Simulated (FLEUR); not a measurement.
# NaVF3: moments or none, part 2 of 2

Wanted: the moments of NaVF3 and the energy gained by spin polarisation.

FLEUR MaX-R8.1; LDA (VWN) with U = 4.1 eV, J = 0.9 eV on V d; all-electron FLAPW, Dirac cores, scalar-relativistic bands.

So far. Step 2 (Start 1: ferro +): After 16 cycles the largest moment stands at 2.71 μB.

**3. Order 2, typed as no spin polarisation**

A spinless run shows what the cell costs with no moments; under a U that can hold a penalty on part-filled orbitals beside the lost exchange.

inp.xml reads:

```
<?xml version="1.0" encoding="UTF-8" standalone="no"?>
<fleurInput fleurInputVersion="0.39">
   <comment>
      NaVF3
   </comment>
   <calculationSetup>
      <cutoffs Kmax="4.32" Gmax="13.0" GmaxXC="13.0" numbands="0"/>
      <scfLoop itmax="130" minDistance="0.0001" maxIterBroyd="15" imix="Anderson" alpha="0.05" precondParam="0.0" spinf="2.0" sdNocoIR="T"/>
      <coreElectrons ctail="T" frcor="F" kcrel="0" coretail_lmax="0"/>
      <xcFunctional name="vwn" relativisticCorrections="F"/>
      <magnetism jspins="1"/>
      <soc l_soc="F" theta="0.0" phi="0.0" spav="F"/>
      <expertModes spex="0" secvar="F"/>
      <geometryOptimization l_f="F" forcealpha="1.0" forcemix="BFGS" epsdisp="0.00001" epsforce="0.00001"/>
      <ldaU l_linMix="F" mixParam="0.05" spinf="1.0"/>
   </calculationSetup>
   <cell>
      <bzIntegration valenceElectrons="43.0" mode="hist" fermiSmearingEnergy="0.00183747">
         <kPointListSelection listName="default-1"/>
         <xi:include xmlns:xi="http://www.w3.org/2001/XInclude" href="kpts.xml"> </xi:include>
      </bzIntegration>
      <xi:include xmlns:xi="http://www.w3.org/2001/XInclude" href="sym.xml"> </xi:include>
      <bulkLattice scale="1.0">
         <bravaisMatrix>
            <row-1>    7.8760704619744892     0.0000000000000000     0.0000000000000000</row-1>
            <row-2>    0.0000000000000000     7.8760704619744892     0.0000000000000000</row-2>
            <row-3>    0.0000000000000000     0.0000000000000000     7.8760704619744892</row-3>
         </bravaisMatrix>
      </bulkLattice>
   </cell>
   <atomSpecies>
      <species name="Sodium (Na)" element="Na" atomicNumber="11">
         <mtSphere radius="2.8" gridPoints="925" logIncrement="0.012"/>
         <atomicCutoffs lmax="10" lnonsphr="8"/>
         <electronConfig flipSpins="F">
            <coreConfig>(1s1/2)</coreConfig>
            <valenceConfig>(2s1/2) (2p1/2) (2p3/2) (3s1/2)</valenceConfig>
            <stateOccupation state="(3s1/2)" spinUp="0.500000" spinDown="0.500000"/>
         </electronConfig>
         <energyParameters s="3" p="3" d="3" f="4"/>
         <lo type="SCLO" l="0" n="2" eDeriv="0"/>
         <lo type="SCLO" l="1" n="2" eDeriv="0"/>
      </species>
      <species name="Vanadium (V)" element="V" atomicNumber="23">
         <mtSphere radius="2.45" gridPoints="811" logIncrement="0.015"/>
         <atomicCutoffs lmax="10" lnonsphr="8"/>
         <electronConfig flipSpins="F">
            <coreConfig>(1s1/2) (2s1/2) (2p1/2) (2p3/2)</coreConfig>
            <valenceConfig>(3s1/2) (3p1/2) (3p3/2) (4s1/2) (3d3/2) (3d5/2)</valenceConfig>
            <stateOccupation state="(3d3/2)" spinUp="0.600000" spinDown="0.600000"/>
            <stateOccupation state="(3d5/2)" spinUp="0.900000" spinDown="0.900000"/>
         </electronConfig>
         <energyParameters s="4" p="4" d="3" f="4"/>
         <ldaU l="2" U="4.1" J="0.9" l_amf="F"/>
         <lo type="SCLO" l="0" n="3" eDeriv="0"/>
         <lo type="SCLO" l="1" n="3" eDeriv="0"/>
      </species>
      <species name="Fluorine (F)" element="F" atomicNumber="9">
         <mtSphere radius="1.39" gridPoints="461" logIncrement="0.023"/>
         <atomicCutoffs lmax="6" lnonsphr="4"/>
         <electronConfig flipSpins="F">
            <coreConfig>(1s1/2)</coreConfig>
            <valenceConfig>(2s1/2) (2p1/2) (2p3/2)</valenceConfig>
            <stateOccupation state="(2p1/2)" spinUp="0.833333" spinDown="0.833333"/>
            <stateOccupation state="(2p3/2)" spinUp="1.666667" spinDown="1.666667"/>
         </electronConfig>
         <energyParameters s="2" p="2" d="3" f="4"/>
      </species>
   </atomSpecies>
   <atomGroups>
      <atomGroup species="Sodium (Na)">
         <relPos label="                   1">.0000000000 .0000000000 .0000000000</relPos>
         <force calculate="T" relaxXYZ="TTT"/>
      </atomGroup>
      <atomGroup species="Vanadium (V)">
         <relPos label="                   2">1.000/2.000 1.000/2.000 1.000/2.000</relPos>
         <force calculate="T" relaxXYZ="TTT"/>
      </atomGroup>
      <atomGroup species="Fluorine (F)">
         <relPos label="                   3">.0000000000 1.000/2.000 1.000/2.000</relPos>
         <relPos label="                   4">1.000/2.000 .0000000000 1.000/2.000</relPos>
         <relPos label="                   5">1.000/2.000 1.000/2.000 .0000000000</relPos>
         <force calculate="T" relaxXYZ="TTT"/>
      </atomGroup>
   </atomGroups>
   <output dos="F" band="F" slice="F">
      <bandDOS minEnergy="-.5*Htr" maxEnergy="0.5*Htr" sigma="0.015" storeEVData="T"/>
      <plotting iplot="0" polar="F">
         <plot TwoD="T" vec1="  1.0  0.0  0.0" vec2="  0.0  1.0  0.0" vec3="  0.0  0.0  1.0" zero="  0.0  0.0  0.0" file="plot"/>
      </plotting>
      <moessbauerParams electricFieldGradient="F" isomerShift="F" coreHyperfine="F" valenceHyperfine="F"/>
   </output>
</fleurInput>
```

crystal.txt reads:

```
NaVF3
&input film=F cartesian=F /
4.16783700000  0.00000000000  0.00000000000
0.00000000000  4.16783700000  0.00000000000
0.00000000000  0.00000000000  4.16783700000
1.8897261246
1.0 1.0 1.0

5
11 0.00000000000  0.00000000000  0.00000000000
23 0.50000000000  0.50000000000  0.50000000000
9 0.00000000000  0.50000000000  0.50000000000
9 0.50000000000  0.00000000000  0.50000000000
9 0.50000000000  0.50000000000  0.00000000000

&kpt div1=6 div2=6 div3=6 gamma=T /
```

Command:

```bash
OMP_NUM_THREADS=1 inpgen -f crystal.txt > inpgen.log  # inp.xml is then edited as shown
OMP_NUM_THREADS=1 mpirun -n 4 fleur_MPI > fleur.log
```

Log:

```text
[banner, memory and clock lines left out]
Welcome to FLEUR        (www.flapw.de)
      MaX-Release 8.1          (www.max-centre.eu)

 ========== k-point set info ==========
 Selected k-point list: default-1
 k-point list type: mesh
 6 x 6 x 6
 Number of k points: 20

 ------------Calculation Setup---------------------------
 Number of PE/node        :            4
 Number of OMP-threads    :            1
 k-points in parallel     :            4
 pe's per k-point         :            1
 No of k-point loops      :            5
 Eigenvalue solver        :       lapack
 Number of basis functions:          721
 Approximate size of matrices (H+S) per k-point:         0.008 GB
 no density matrix found ... skipping LDA+U
 Reset of history
 Iteration:     1   Distance:      15.65357367 me/bohr^3
 Iteration:     2   Distance:      14.63810893 me/bohr^3
 Iteration:     3   Distance:      13.39919368 me/bohr^3
 Iteration:     4   Distance:       8.23019009 me/bohr^3
 Iteration:     5   Distance:       5.66016029 me/bohr^3
 Iteration:     6   Distance:       3.37586619 me/bohr^3
 Iteration:     7   Distance:       3.12775344 me/bohr^3
 Iteration:     8   Distance:       1.20341720 me/bohr^3
 Iteration:     9   Distance:       0.54400791 me/bohr^3
 Iteration:    10   Distance:       0.28846735 me/bohr^3
 Iteration:    11   Distance:       0.16465823 me/bohr^3
 Iteration:    12   Distance:       0.03219759 me/bohr^3
 Iteration:    13   Distance:       0.01271043 me/bohr^3
 Iteration:    14   Distance:       0.01970748 me/bohr^3
 Iteration:    15   Distance:       0.00497498 me/bohr^3
 Iteration:    16   Distance:       0.00487395 me/bohr^3
 Iteration:    17   Distance:       0.00317231 me/bohr^3
 Iteration:    18   Distance:       0.00095156 me/bohr^3
 Iteration:    19   Distance:       0.00047205 me/bohr^3
 Iteration:    20   Distance:       0.00011918 me/bohr^3
 Iteration:    21   Distance:       0.00048928 me/bohr^3
 Iteration:    22   Distance:       0.00003264 me/bohr^3

 ********************************************************************
 Run finished successfully
 Stop message:
   all done
 ********************************************************************

--- out.xml (last complete iteration) ---
<iteration numberForCurrentRun="   22" overallNumber="   22">
         [... left out ...]
         <bandgap value="0.0003501493" units="eV"/>
         <sumValenceSingleParticleEnergies value="-24.0543343720" units="Htr"/>
         <FermiEnergy value="0.2233709025" units="Htr"/>
         <valenceDensity>
            <mtCharges spin="1">
               <mtCharge atomType="1" total="8.1577235" s="2.0719619" p="6.0397665" d="0.0310708" f="0.0105253"/>
               <mtCharge atomType="2" total="11.6351015" s="2.1804840" p="6.2253603" d="3.0884090" f="0.0933340"/>
               <mtCharge atomType="3" total="5.5793179" s="1.5968632" p="3.9791213" d="0.0029637" f="0.0002897"/>
            </mtCharges>
            <spinDependentCharge spin="1" total="43.0000000" interstitial="6.4692213" mtSpheres="36.5307787"/>
            <totalCharge value="43.0000000000"/>
         </valenceDensity>
         [... left out ...]
         <totalEnergy value="    -1407.1891530649" units="Htr">
            <sumOfEigenvalues value="     -785.9697300151">
               <coreElectrons value="-761.9153956432"/>
               <valenceElectrons value="-24.0543343720"/>
            </sumOfEigenvalues>
            <densityCoulombPotentialIntegral value="-2086.5040327388"/>
            <densityEffectivePotentialIntegral value="-2200.8028017899"/>
            <chargeDenXCDenIntegral value="-86.5182016382"/>
            <FockExchangeEnergyValence value="0.0000000000"/>
            <FockExchangeEnergyCore value="0.0000000000"/>
         [... left out ...]
            <dftUCorrection value="-0.0729388573"/>
            <tkbTimesEntropy value="0.0029873790"/>
            <freeEnergy value="-1407.1921404439"/>
            <extrapolationTo0K value="-1407.1906467544"/>
         </totalEnergy>
         [... left out ...]
         <ldaUDensityMatrixConvergence>
            <distance spin="1" distance="0.000003"/>
         </ldaUDensityMatrixConvergence>
         <densityConvergence units="me/bohr^3">
            <chargeDensity spin="1" distance="0.0000326392"/>
         </densityConvergence>
      </iteration>
```

It took 15 s on 4 MPI ranks of Intel Xeon 6975P-C (Granite Rapids), shared host; peak memory 0.3 GiB.

This step gave:

```yaml
free_energy: -38291.6489 eV
program_s_band_gap_on_this_mesh_in_a_metal_only_a_level_spacing: 3.50e-4 eV
final_state: non-magnetic (no spin polarisation)
```

It lies 3273 meV a seeded atom over the first start.

**4. Ranking**

Free energies are divided by the number of seeded atoms.

Orders:

```csv
start,final state,typed order kept,energy over the lowest (meV a seeded atom),largest sphere moment (μB),net moment (μB a primitive cell),mesh matched,CPU time (s)
ferro +,ferromagnetic,yes,0,2.708,3,yes,84.27
no spin polarisation,non-magnetic,-,3273,0,0,yes,60.9
```

**5. Summary of results**

| Item | Value |
| --- | --- |
| lower run | with moments |
| largest site spin moment | 2.71 μB |
| spinless run over the lowest (under a U no clean measure of the moments) | 3273 meV a seeded atom |

**Reading.** The crystal holds moments, up to 2.71 μB, and the spinless run lies 3273 meV a seeded atom higher. Under a U a spinless run can be left with part-filled orbitals, which the U penalises, or fall into a low-spin state, so its energy is no clean measure of what the moments gain. No antiferromagnetic order was tried, so the session says nothing on how the moments order.

[Logs and program files are shortened in this print: banners, set-up blocks, solver, clock and traceback lines can be left out without a mark of their own.]

[Logs are printed without paths, hosts, clocks, repeated set-up lines and the standing remarks that a program may print on its own settings, such as how far it seeks lower states.]

[Hosts, paths, dates, database ids (printed as entryN), source tags and the programs' standing remarks are cut or masked in the printed files.]

[Where a cell is said to come from a database of computed structures, the database is the Materials Project.]
